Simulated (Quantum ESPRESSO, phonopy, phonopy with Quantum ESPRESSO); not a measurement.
# BP (F-43m): phonons against volume

Aim: how the vibrations of BP shift with volume, and the expansion that follows.

Experimental results on record:
- volume expansion coefficient 9.6 1e-6/K near room temperature (given in “Thermal expansion coefficients of high thermal conducting BAs and BP materials (three times its linear coefficient)”, 2019, arxiv:1906.04101)

Program: Quantum ESPRESSO 7.5. Level of theory: DFT LDA, scalar-relativistic, plane waves, GBRV ultrasoft pseudopotentials. Results are calculated unless marked as measured.

## 1. The starting structure

It takes space group F-43m (No. 216, cubic). Conventional cell: a = 4.538 Å, b = 4.538 Å, c = 4.538 Å, α = 90.00°, β = 90.00°, γ = 90.00°. B has 4 P at 1.97 Å nearest. Nearest to P lie 4 B at 1.97 Å. Farther neighbours are not listed.

## 2. Probe on a coarse mesh

A cheap single point shows whether the cell is a metal or an insulator and how far it is from rest; that sets the k-mesh and the occupations of what follows.

probe.in

```
 &control
    calculation='scf',
    prefix='x',
    outdir='./tmp',
    pseudo_dir='./pseudo',
    tprnfor=.true.,
    tstress=.true.,
    verbosity='high',
 /
 &system
    ibrav=0,
    nat=2,
    ntyp=2,
    ecutwfc=40.0,
    ecutrho=240.0,
    occupations='smearing',
    smearing='gaussian',
    degauss=0.01,
 /
 &electrons
    conv_thr=1.0d-07,
    mixing_beta=0.7,
    electron_maxstep=100,
 /
ATOMIC_SPECIES
 B      10.8100  B.upf
 P      30.9738  P.upf
CELL_PARAMETERS angstrom
     0.000000000    2.269000000    2.269000000
     2.269000000    0.000000000    2.269000000
     2.269000000    2.269000000    0.000000000
ATOMIC_POSITIONS crystal
 B      0.000000000   0.000000000   0.000000000
 P      0.250000000   0.250000000   0.250000000
K_POINTS automatic
 6 6 6 0 0 0
```

The run is started by

```
$ OMP_NUM_THREADS=1 mpirun -n 8 pw.x -nk 8 -in probe.in > probe.out
```

Planned after this: relaxation; ground state at this cell; born charges and dielectric tensor; forces on a displaced cell; lattice dynamics at this volume, V/V0 1; self-consistent run, V/V0 1.015; zone-centre response; lattice dynamics at this volume, V/V0 1.015; self-consistent run, V/V0 0.985; A displaced supercell; lattice dynamics at this volume, V/V0 0.985; ground state at this cell, V/V0 1.03; lattice dynamics at this volume, V/V0 1.03; ground state at this cell, V/V0 0.97; lattice dynamics at this volume, V/V0 0.97; ground state at this cell, V/V0 1.05; lattice dynamics at this volume, V/V0 1.05; how the modes move with volume; free-energy fit. Settings of the main run: cutoff 40 Ry, 9×9×9 k-mesh, fixed occupations, 3×3×3 supercell, supercell k mesh 3×3×3, displacement 0.02 Å.

**Question.** What will these runs give for the volume expansion coefficient at 300 K?

Near room temperature BP expands by 8.38 × 10⁻⁶/K in volume by LDA, with C_P = 14.6 J/(mol K) per mole of atoms and B_T = 171 GPa. C_P at room temperature is 59 % of the classical 3R an atom, so the stiffest modes are still partly frozen out. A measured volume expansion coefficient near room temperature is 9.6 1e-6/K (arxiv:1906.04101); the calculated 8.38 1e-6/K differs by -13 %.

```
volume expansion coefficient at 300 K  : 8.38 1e-6/K
isothermal bulk modulus at 300 K       : 170.7 GPa
C_P at 300 K                           : 14.61 J/mol-atom/K
Grüneisen parameter at 300 K           : 0.675
mean mode Grüneisen parameter at 300 K : 0.66
```

The heat-capacity-weighted Grüneisen parameter goes from 0.204 at 50 K to 0.807 at 800 K; 8 % of the modes stiffen on expansion. Weighting γ by the density of states and each mode's heat capacity at 300 K, modes below 280 cm⁻¹ give about 5 % of the sum of γC that drives the expansion, those up to 560 cm⁻¹ 37 % and the rest 58 %. Among the labelled points γ is largest for branch 4 at X (717 cm⁻¹, 1.5) and most negative for branch 1 at L (223 cm⁻¹, -0.18). The supercell is 7.9 Å across at its narrowest and was not tested against a larger one: only its own wavevectors are exact, and acoustic branches between them, with the entropy at low temperature, can be off.

[Logs are printed without paths, hosts, clocks, repeated set-up lines and the standing remarks that a program may print on its own settings, such as how far it seeks lower states.]

[Hosts, paths, dates, database ids (printed as entryN), source tags and the programs' standing remarks are cut or masked in the printed files.]

[A step with changed settings may run another functional than the one named; its input shows which.]

[Of the runs on displaced cells, only some may be shown.]
